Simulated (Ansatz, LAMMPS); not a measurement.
# Glassy 62P2O5-14Al2O3-24BaO (mol %) (160 atoms): support functions against a reference

Aim: test how closely localised support functions follow the reference on glassy 62P2O5-14Al2O3-24BaO (mol %) (160 atoms), and at what cost. A setting counts as converged where the r.m.s. difference of forces stays under 1 % of the r.m.s. force.

Program: Ansatz 0.2.0. Level of theory: Kohn-Sham DFT, PBE, PAW (set soft_2), plane waves. Values are calculated unless marked as measured.

## 1. The structure

The cell holds 160 atoms: 36 P, 8 Al, 7 Ba and 109 O. Cell: a = 13.256 Å, b = 13.256 Å, c = 13.256 Å, α = 90.0°, β = 90.0°, γ = 90.0°. 160 atoms (36 P, 8 Al, 7 Ba, 109 O) placed at random at 2.92 g/cm³, melted at 4000 K for 10 ps at fixed volume with the Morse and Coulomb pair potential with partial charges (Pedone, Malavasi, Menziani, Cormack and Segre, J. Phys. Chem. B 110, 11780 (2006)). Quenched from 4000 K to 300 K at 30 K/ps and fixed volume, held 10 ps at zero pressure.

Before any run, some limits are plain. The quench rate of 30 K/ps is orders of magnitude faster than experiment, which tends to freeze in extra defects. The starting topology of bonds comes from the classical model, and needn't be the one that DFT or experiment would give. Only the Γ point is sampled, in a cell whose shortest periodic width is 13 Å. Spin–orbit coupling is left out, which matters for the levels of the heavy elements.

## 2. How the cell was made

A classical potential makes the cell, at a small fraction of what the same run would cost in DFT.

This step: classical MD, Morse and Coulomb pair potential with partial charges (Pedone, Malavasi, Menziani, Cormack and Segre, J. Phys. Chem. B 110, 11780 (2006)) (LAMMPS 22 Jul 2025 - Update 4).

File in.lmp:

```
# melt-quench of P36Al8Ba7O109
units metal
atom_style charge
boundary p p p
region box block 0 13.1970 0 13.1970 0 13.1970
create_box 4 box
mass 1 30.9738   # P
mass 2 26.9815   # Al
mass 3 137.3270   # Ba
mass 4 15.9990   # O
create_atoms 1 random 36 314820 NULL overlap 1.5 maxtry 2000
create_atoms 2 random 8 314827 NULL overlap 1.5 maxtry 2000
create_atoms 3 random 7 314834 NULL overlap 1.5 maxtry 2000
create_atoms 4 random 109 314841 NULL overlap 1.5 maxtry 2000
pair_style hybrid/overlay pedone 5.5 coul/long 8.0
pair_coeff * * coul/long
pair_coeff 1 4 pedone 0.831326 2.585833 1.800790 1   # P-O
pair_coeff 2 4 pedone 0.361581 1.900442 2.164818 0.9   # Al-O
pair_coeff 3 4 pedone 0.065011 1.547596 3.393410 5   # Ba-O
pair_coeff 4 4 pedone 0.042395 1.379316 3.618701 22   # O-O
set type 1 charge 3
set type 2 charge 1.8
set type 3 charge 1.2
set type 4 charge -1.2
kspace_style pppm 1.0e-4
neigh_modify delay 0 every 1 check yes
thermo_style custom step time temp pe press density
thermo_modify norm yes
timestep 0.002
thermo 100
min_style cg
minimize 1e-4 1e-4 200 2000
reset_timestep 0
velocity all create 4000 314821 mom yes dist gaussian
# [... 11 lines left out ...]
fix md all nvt temp 4000 300 0.2
run 61667 post no
unfix md
thermo 1666
fix md all npt temp 300 300 0.2 iso 0 0 2
run 5000 post no
unfix md
write_dump all custom glass.dump id type xs ys zs modify sort id
```

Command:

```
> lmp -in in.lmp -log none -nocite
```

What it wrote:

```text
LAMMPS (22 Jul 2025 - Update 4)
Created orthogonal box = (0 0 0) to (13.197 13.197 13.197)
Created 36 atoms
Created 8 atoms
Created 7 atoms
Created 109 atoms
PPPM initialization ...
  G vector (1/distance) = 0.38535206
  grid = 15 15 15
  estimated relative force accuracy = 6.3570345e-05
   Step          Time           Temp          PotEng         Press         Density
         0   0              0             -2.1274662      593839.36      2.9159772
       100   0.2            0             -20.078372     -4376.2044      2.9159772
       112   0.224          0             -20.114845     -9067.7751      2.9159772
[... 19 lines left out ...]
[... 2 lines left out ...]
Loop time of 6.45631 s on 1 MPI rank(s) for 5000 steps with 160 atoms
   Step          Time           Temp          PotEng         Press         Density
[... 12 lines left out ...]
Loop time of 79.8429 s on 1 MPI rank(s) for 61667 steps with 160 atoms
   Step          Time           Temp          PotEng         Press         Density
[... 1 line left out ...]
     68306   136.612        295.79133     -20.312994      505.36117      2.9149915
     69972   139.944        290.05607     -20.309656      12116.763      2.921499
     71638   143.276        287.83875     -20.303655      860.77561      2.9161485
     72667   145.334        286.01939     -20.308931     -15086.867      2.8774211
Loop time of 8.72002 s on 1 MPI rank(s) for 5000 steps with 160 atoms
```

Run time: 97 s. Hardware: 1 thread of Intel Xeon Platinum 8175M at 2.50GHz (Skylake/Cascade Lake), shared host; peak memory 0.07 GiB.

## 3. Plane-wave single point

The first run fixes the reference, at a cutoff of 420 eV.

File input.yaml:

```yaml
crystal:
  lattice:
    - [13.25568, 0.0, 0.0]
    - [0.0, 13.25568, 0.0]
    - [0.0, 0.0, 13.25568]
  atoms:
    - { symbol: P, position: [0.29581, 0.15165, 0.53444] }
    - { symbol: P, position: [0.02891, 0.04306, 0.30856] }
    - { symbol: P, position: [0.40952, 0.94753, 0.79918] }
    - { symbol: P, position: [0.08782, 0.94045, 0.78257] }
    - { symbol: P, position: [0.51239, 0.41244, 0.1415] }
    - { symbol: P, position: [0.1083, 0.65987, 0.34869] }
    - { symbol: P, position: [0.6612, 0.88584, 0.3825] }
    - { symbol: P, position: [0.78164, 0.38239, 0.6868] }
    - { symbol: P, position: [0.88319, 0.23421, 0.09941] }
    - { symbol: P, position: [0.51446, 0.12419, 0.08635] }
    - { symbol: P, position: [0.48178, 0.64664, 0.69233] }
    - { symbol: P, position: [0.50659, 0.82799, 0.22001] }
    - { symbol: P, position: [0.81934, 0.79241, 0.23147] }
    - { symbol: P, position: [0.3656, 0.33283, 0.30062] }
    - { symbol: P, position: [0.1445, 0.48762, 0.9962] }
    - { symbol: P, position: [0.10454, 0.68503, 0.11516] }
    - { symbol: P, position: [0.07135, 0.62927, 0.74804] }
    - { symbol: P, position: [0.08164, 0.87175, 0.45156] }
    - { symbol: P, position: [0.0006, 0.03033, 0.07882] }
    - { symbol: P, position: [0.54238, 0.38848, 0.91017] }
    - { symbol: P, position: [0.51076, 0.23761, 0.5845] }
    - { symbol: P, position: [0.69755, 0.48944, 0.40726] }
    - { symbol: P, position: [0.09108, 0.32291, 0.14802] }
    - { symbol: P, position: [0.24426, 0.2027, 0.85512] }
    - { symbol: P, position: [0.34472, 0.98267, 0.16829] }
    - { symbol: P, position: [0.20316, 0.46984, 0.64174] }
    - { symbol: P, position: [0.09995, 0.26943, 0.58328] }
    - { symbol: P, position: [0.93656, 0.46532, 0.85252] }
    - { symbol: P, position: [0.4272, 0.60996, 0.20423] }
    - { symbol: P, position: [0.42387, 0.80654, 0.53173] }
    - { symbol: P, position: [0.25304, 0.93476, 0.62104] }
    - { symbol: P, position: [0.87914, 0.84626, 0.81135] }
    [... 122 atom lines left out ...]
    - { symbol: O, position: [0.76765, 0.27241, 0.72763] }
    - { symbol: O, position: [0.98599, 0.86212, 0.50872] }
    - { symbol: O, position: [0.6931, 0.63195, 0.90029] }
    - { symbol: O, position: [0.83775, 0.36471, 0.59026] }
    - { symbol: O, position: [0.20499, 0.60996, 0.37248] }
    - { symbol: O, position: [0.30669, 0.29085, 0.89168] }
kpoints:
  mp_grid: { grid: [1, 1, 1] }
hamiltonian:
  xc: pbe
scf:
  occupations: { method: fixed }
output:
  forces: true
  stress: true
  populations: true
  dos:
    method: { smearing: { sigma: 0.15 } }
    de: 0.1
    projected: { site_lists: { Al: [Al], Ba: [Ba], O: [O], P: [P] } }
  eigenvalues: true
  write_density: true
  write_potential: true
  volumetric_format: npy
  elf: true
```

Command:

```
> ansatz run input.yaml --threads 8 --pin off --max-ram 15872MiB --backend cpu --events-out ev --progress --plain --runs-dir out
```

What it wrote:

```text
Engine: ansatz 0.2.0, x86_64-unknown-linux-gnu
Pseudopotentials: kind: paw
Pseudopotential: P, paw, valence charge 5, recommended cutoff 420 eV (normal), P.paw.azcp
Pseudopotential: Al, paw, valence charge 3, recommended cutoff 420 eV (normal), Al.paw.azcp
Pseudopotential: Ba, paw, valence charge 10, recommended cutoff 420 eV (normal), Ba.paw.azcp
Pseudopotential: O, paw, valence charge 6, recommended cutoff 420 eV (normal), O.paw.azcp
[... 5 lines on functional and potentials left out ...]
Crystal: 160 atoms, lattice volume = 2329.196 Å³
Basis set: ecut = 420 eV, 45553 PW (Γ), exchange–correlation on 180×180×180 points (8 copies of the dense FFT grid, shifted against one another)
Bands: 624, of which v1, the nominal top of the filled ones, is band 464 counted from 1 (463 counted from 0)
Symmetry: 1 space group operations
Space group: P1 (ITA 1), of the structure as read, at distance tolerance 1.3e-4 Å
k-points: 1
[... 9 lines on functional and potentials left out ...]
Initial density: superposition of atomic densities (neutral atoms: chi_scale 0, normalization atom), corrected by the library's trained network
Initial wavefunctions: pseudopotential atomic-orbital guess
Functional: x = pbe(κ = 0.804, μ = 0.219515), c = pbe(β = 0.066725)
SCF iter   1: F=—  HF=-135082.059648 eV  |F-HF|=—  |Δ(HF+E_count)|=         —  Δρ=3.96e-3  dr2=7.19e-1  ethr=1.77e-3  ⟨swp⟩=7.0  Hψ=2512  notcnv=0  defer=157
preconditioner: auto → Resta (q_TF=auto, 2.340 Å⁻¹)  ε∞=3.1  [insulator: Δε(μ)=2.632 eV  Ē_g=15.992 eV  n_scr=484 (ndim 8)  ℏωp=23.3 eV  f_vac=0.178  ε∞_Penn≈3.1]
SCF iter   2: F=—  HF=-135081.911886 eV  |F-HF|=—  |Δ(HF+E_count)|=   1.48e-1  Δρ=2.10e-3  dr2=1.75e-1  ethr=7.75e-5  ⟨swp⟩=3.0  Hψ=1110  notcnv=0  defer=158
SCF iter   3: F=—  HF=-135081.878676 eV  |F-HF|=—  |Δ(HF+E_count)|=   3.32e-2  Δρ=1.06e-3  dr2=5.04e-2  ethr=1.89e-5  ⟨swp⟩=4.0  Hψ=843  notcnv=0  defer=158
SCF iter   4: F=—  HF=-135081.865255 eV  |F-HF|=—  |Δ(HF+E_count)|=   1.34e-2  Δρ=4.38e-4  dr2=5.24e-3  ethr=5.43e-6  ⟨swp⟩=4.0  Hψ=868  notcnv=0  defer=158
SCF iter   5: F=—  HF=-135081.864620 eV  |F-HF|=—  |Δ(HF+E_count)|=   6.35e-4  Δρ=2.35e-4  dr2=1.14e-3  ethr=5.64e-7  ⟨swp⟩=3.0  Hψ=1115  notcnv=0  defer=158
SCF iter   6: F=—  HF=-135081.864564 eV  |F-HF|=—  |Δ(HF+E_count)|=   5.68e-5  Δρ=6.60e-5  dr2=8.82e-5  ethr=1.23e-7  ⟨swp⟩=3.0  Hψ=884  notcnv=0  defer=158
SCF iter   7: F=—  HF=-135081.865013 eV  |F-HF|=—  |Δ(HF+E_count)|=   4.50e-4  Δρ=3.47e-5  dr2=2.45e-5  ethr=9.50e-9  ⟨swp⟩=3.0  Hψ=1066  notcnv=0  defer=157
SCF iter   8: F=—  HF=-135081.865017 eV  |F-HF|=—  |Δ(HF+E_count)|=   3.08e-6  Δρ=1.13e-5  dr2=2.74e-6  ethr=2.64e-9  ⟨swp⟩=3.0  Hψ=911  notcnv=0  defer=157
SCF iter   9: F=—  HF=-135081.865018 eV  |F-HF|=—  |Δ(HF+E_count)|=   1.13e-6  Δρ=3.86e-6  dr2=3.43e-7  ethr=2.95e-10  ⟨swp⟩=3.0  Hψ=1067  notcnv=0  defer=157
SCF iter  10: F=—  HF=-135081.865018 eV  |F-HF|=—  |Δ(HF+E_count)|=   2.17e-7  Δρ=2.33e-6  dr2=1.05e-7  ethr=1.08e-11  ⟨swp⟩=37.0  Hψ=9405  notcnv=0
SCF iter  11: F=-135081.865018 eV  HF=-135081.865018 eV  |F-HF|=6.46e-9  |Δ(HF+E_count)|=   8.88e-9  Δρ=5.53e-7  dr2=7.39e-9  ethr=1.08e-11  ⟨swp⟩=11.0  Hψ=4220  notcnv=0
SCF 1 converged in 11 iterations: F = -135081.865018 eV  dr2 = 7.39e-9
  greatest PAW one-centre occupation: 0.955 electrons in one spin orbital (limit 2), on the Ba atom at site 44 (counted from 0), in its partial waves of l = 0
SCF converged after 11 iterations
Free energy (F): -135081.865018 eV
Harris-Foulkes:  -135081.865018 eV  (|F-HF|=6.46e-9)
Internal energy: -135081.865018 eV  (E = F + TS)
E sigma→0 (E₀):  -135081.865018 eV
Fermi energy:    4.684459 eV
--- Per-component energies (eV) ---
  E_band       = -4778.648837
  E_kinetic    = 23600.903708
  E_local      = -65332.810986  (includes V_loc(G=0)·N_el)
  E_nonlocal   = 6802.979381
  E_hartree    = 24213.253940
  E_xc         = -11831.937254
  E_vxc        = -13736.580271  (∫ρ·V_xc dr)
  E_paw        = -78122.599552  (= ΣΔE_a)
  E_vpaw       = -4539.925550  (= ΣTr[D̂ρ^β])
  E_aug_tail   = 0.276418  (compensation charges beyond the density's cutoff)
  E_ewald      = -34411.930673
  E_smearing   = -0.000000  (= −TS)
  E_closure    = 0.000000  (closes the sum)
  Σ components = -135081.865018   (vs F -135081.865018, Δ=0.00e0)
--- Forces (eV/Å), atoms counted from 1 ---
  atom   1  P     -0.67940391    -1.13692524    -2.61412232
  atom   2  P     -3.48136301     2.59042041     0.88497352
  atom   3  P      3.25702457    -3.62790425    -1.26081676
  atom   4  P     -0.79773773     5.33306264     2.02613982
  atom   5  P      2.02972262    -1.17923810     0.34318663
  atom   6  P     -1.47806550    -0.32646590     1.43015889
  atom   7  P      2.08507921    -0.72279651     0.83065870
  atom   8  P      0.57062198     1.84888927    -0.76743272
  atom   9  P     -2.57879095     1.38134229     2.00078433
  atom  10  P      2.77581888     2.36976487     1.28622129
  atom  11  P     -3.47805162     1.57246875     1.07830616
  atom  12  P      4.82069732     0.53228574    -3.62378848
  atom  13  P      1.44015249     0.46562675     1.62539702
  atom  14  P      0.34459233    -0.91936857     2.23639584
[...]
atom 159  O      1.38252749    -0.00658716     0.30128441
  atom 160  O      1.53839966     3.08347886     1.38804538
  max |Σ_I F_I| component: 1.09e-4 eV/Å
--- Stress (GPa, compression-positive) ---
        2.089813      -0.537940       0.521194
       -0.537938       1.681014      -0.881332
        0.521193      -0.881334       0.738055
  P = ⅓ Tr σ = 1.5030 GPa (15.030 kbar)
--- Band table (eV) ---
  k-point 0: bands = ["-23.5688", "-22.5429", "-22.5321", "-22.2571", [... 608 levels ...], "12.7441", "12.7580", "12.7757", "12.7896", "12.8084", "12.8209", "12.8369", "12.8605", "12.8610", "12.8864", "12.9019", "12.9403"]
--- Löwdin populations: 160 sites ---
  site symbol       q [e]
     0      P      2.7149
     1      P      2.7170
     2      P      2.8103
[...]
159      O      6.8225
  spilling = 0.016934 (of n_electrons = 928.000000)
```

It took 43 s on 8 threads of Intel Xeon Platinum 8175M at 2.50GHz (Skylake/Cascade Lake), shared host; peak memory 3.9 GiB; 4.9 min of CPU time.

The column dr2 measures how far the density is from self-consistency, as an energy; F and HF (Harris–Foulkes) agree once it is small.

Numbers from this run:

```yaml
free_energy: -135081.8650 eV
free_energy_per_atom: -844.2617 eV/atom
scf_cycles: 11
pressure: 1.503 GPa
r_m_s_force_component: 1.48 eV/Å
longest_force: 6.347 eV/Å
fermi_energy: 4.684 eV
spacing_of_highest_filled_and_lowest_empty_level: 1.86 eV
spilling_of_the_projection: 0.01693
```

The r.m.s. force component of 1.5 eV/Å sets the scale for the differences below.

## 4. Support functions low

The cell is solved in localised support functions.

This step: Kohn-Sham DFT, PBE, PAW (set soft_2), localised support functions (low) (Ansatz 0.2.0).

input.yaml, the sections that differ from step 3:

```yaml
scf:
  occupations: { method: fixed }
  eigensolver: { kind: { support_functions: { accuracy: low } } }
  max_iter: 150
output:
  forces: true
  eigenvalues: true
# crystal, kpoints, hamiltonian: as in step 3
```

What it wrote:

```text
Warning: scf.eigensolver.kind.support_functions: disabling space-group detection — the functions' gradient is summed over unrotated k-points, so no spatial operation reduces the k-mesh or symmetrises the density; time reversal is kept, so that k and −k are solved as one point where they differ and the mesh holds both, and exact exchange and, on two spinor components, a DFT+U term hold to it where the run has them: [...]
settings of this run that can trade accuracy for cost: scf.eigensolver.kind.support_functions; scf.eigensolver.kind.support_functions.accuracy: low [...]
[...]
Crystal: 160 atoms, lattice volume = 2329.196 Å³
Basis set: ecut = 420 eV, 45553 PW (Γ), exchange–correlation on 192×192×192 points (8 copies of the dense FFT grid, shifted against one another)
Bands: 557, of which v1, the nominal top of the filled ones, is band 464 counted from 1 (463 counted from 0)
Symmetry: 1 space group operations
k-points: 1
[...]
SCF iter   1: F=—  HF=-135005.446214 eV  |F-HF|=—  |Δ(HF+E_count)|=         —  Δρ=1.12e-1  dr2=3.35e2  ethr=1.00e-1
[...]
SCF iter  13: F=—  HF=-135082.650189 eV  |F-HF|=—  |Δ(HF+E_count)|=   7.55e-3  Δρ=3.55e-5  dr2=4.73e-5  ethr=2.40e-8  κ⁻¹=1.8e-5(r=7)
SCF iter  14: F=-135082.656259 eV  HF=-135082.656267 eV  |F-HF|=8.02e-6  |Δ(HF+E_count)|=   6.08e-3  Δρ=1.85e-5  dr2=1.47e-5  ethr=5.10e-9
SCF 1 converged in 14 iterations: F = -135082.735552 eV  dr2 = 1.47e-5
[...]
SCF converged after 14 iterations
Stability not checked: this state was not tested for a lower state beside it, because the mixer in use, unlike msr1, does not test its closes by its own steps (another_mixer; see scf.mixing.algorithm and scf.lower_state_search)
Free energy (F): -135082.735552 eV
[...]
Internal energy: -135082.735552 eV  (E = F + TS)
E sigma→0 (E₀):  -135082.735552 eV
Fermi energy:    4.686430 eV
[...]
Σ components = -135082.735552   (vs F -135082.735552, Δ=0.00e0)
--- Forces (eV/Å), atoms counted from 1 ---
  atom   1  P     -0.68074455    -1.13606629    -2.61168969
  atom   2  P     -3.47927144     2.59093223     0.88147515
  atom   3  P      3.25825947    -3.62857294    -1.25919640
  atom   4  P     -0.79880767     5.33303314     2.02779866
[...]
atom 160  O      1.53992827     3.08564992     1.38794562
  max |Σ_I F_I| component: 7.01e-3 eV/Å
--- Band table (eV) ---
[...]
```

Run time: 1.9 min. Hardware: 8 threads; peak memory 5.5 GiB.

The program notes that the band table was not solved further than the SCF left it and it switched symmetry off.

Keys that differ from the reference: support_functions.accuracy = "low" and scf.max_iter = 150.

Forces differ from the reference by 1.3 meV/Å r.m.s., 0.085 % of their size, well within a tolerance of 1 %; the energy by -5.4 meV/atom. It took roughly 2.6 times the reference's time (one timing each, with unlike analyses asked), in 14 cycles against 11.

## 5. Support functions medium

With localised support functions most steps grow linearly with size, though the diagonalisation grows faster unless the density matrix is cut; this run measures error and cost at this size. Besides, the program derives a nominal cutoff of 464 eV for this run, against the reference's 420.

This step: Kohn-Sham DFT, PBE, PAW (set soft_2), localised support functions (medium) (Ansatz 0.2.0).

input.yaml, the sections that differ from step 4:

```yaml
scf:
  occupations: { method: fixed }
  eigensolver: { kind: { support_functions: { accuracy: medium } } }
  max_iter: 150
# crystal, kpoints, hamiltonian, output: as in step 4
```

What it wrote:

```text
[...]
Warning: basis.ecutwfc = 464 eV, auto-derived: no grid that the accuracy of the support functions lays serves the files at the lower one that their records recommend; a deck with other species or settings can derive another value
[...]
Crystal: 160 atoms, lattice volume = 2329.196 Å³
Basis set: ecut = 464 eV, 52923 PW (Γ), exchange–correlation on 240×240×240 points (8 copies of the dense FFT grid, shifted against one another)
Bands: 557, of which v1, the nominal top of the filled ones, is band 464 counted from 1 (463 counted from 0)
Symmetry: 1 space group operations
k-points: 1
[...]
SCF iter   1: F=—  HF=-135005.748241 eV  |F-HF|=—  |Δ(HF+E_count)|=         —  Δρ=1.12e-1  dr2=3.35e2  ethr=1.00e-1
[...]
SCF iter  15: F=—  HF=-135082.680407 eV  |F-HF|=—  |Δ(HF+E_count)|=   4.29e-3  Δρ=1.48e-5  dr2=6.47e-6  ethr=1.82e-9  κ⁻¹=2.4e-5(r=7)
SCF iter  16: F=-135082.680405 eV  HF=-135082.680405 eV  |F-HF|=8.15e-7  |Δ(HF+E_count)|=   1.50e-6  Δρ=4.46e-6  dr2=1.32e-6  ethr=6.98e-10
SCF 1 converged in 16 iterations: F = -135082.742351 eV  dr2 = 1.32e-6
[...]
SCF converged after 16 iterations
[...]
Free energy (F): -135082.742351 eV
[...]
Internal energy: -135082.742351 eV  (E = F + TS)
E sigma→0 (E₀):  -135082.742351 eV
Fermi energy:    4.687379 eV
[...]
Σ components = -135082.742351   (vs F -135082.742351, Δ=0.00e0)
--- Forces (eV/Å), atoms counted from 1 ---
  atom   1  P     -0.68089045    -1.13686274    -2.61227280
  atom   2  P     -3.47994211     2.59043047     0.88279942
  atom   3  P      3.25716049    -3.62830060    -1.26064335
  atom   4  P     -0.79771225     5.33359191     2.02785634
[...]
atom 160  O      1.54053113     3.08575813     1.38933245
  max |Σ_I F_I| component: 2.58e-3 eV/Å
--- Band table (eV) ---
[...]
```

Elapsed: 3.3 min, on 8 threads; peak memory 8 GiB; 25 min of CPU time.

Keys that differ from the reference: support_functions.accuracy = "medium" and scf.max_iter = 150.

Forces differ from the reference by 1.0 meV/Å r.m.s., 0.068 % of their size, well within a tolerance of 1 %; the energy by -5.5 meV/atom. It took roughly 4.7 times the reference's time (one timing each, with unlike analyses asked), in 16 cycles against 11.

[end of part 1 of 3]

[Long decimals in the printed logs are rounded to 6 places.]

[Logs are printed without paths, hosts, clocks, repeated set-up lines and the standing remarks that a program may print on its own settings, such as how far it seeks lower states.]

[Hosts, paths, dates, database ids (printed as entryN), source tags and the programs' standing remarks are cut or masked in the printed files.]
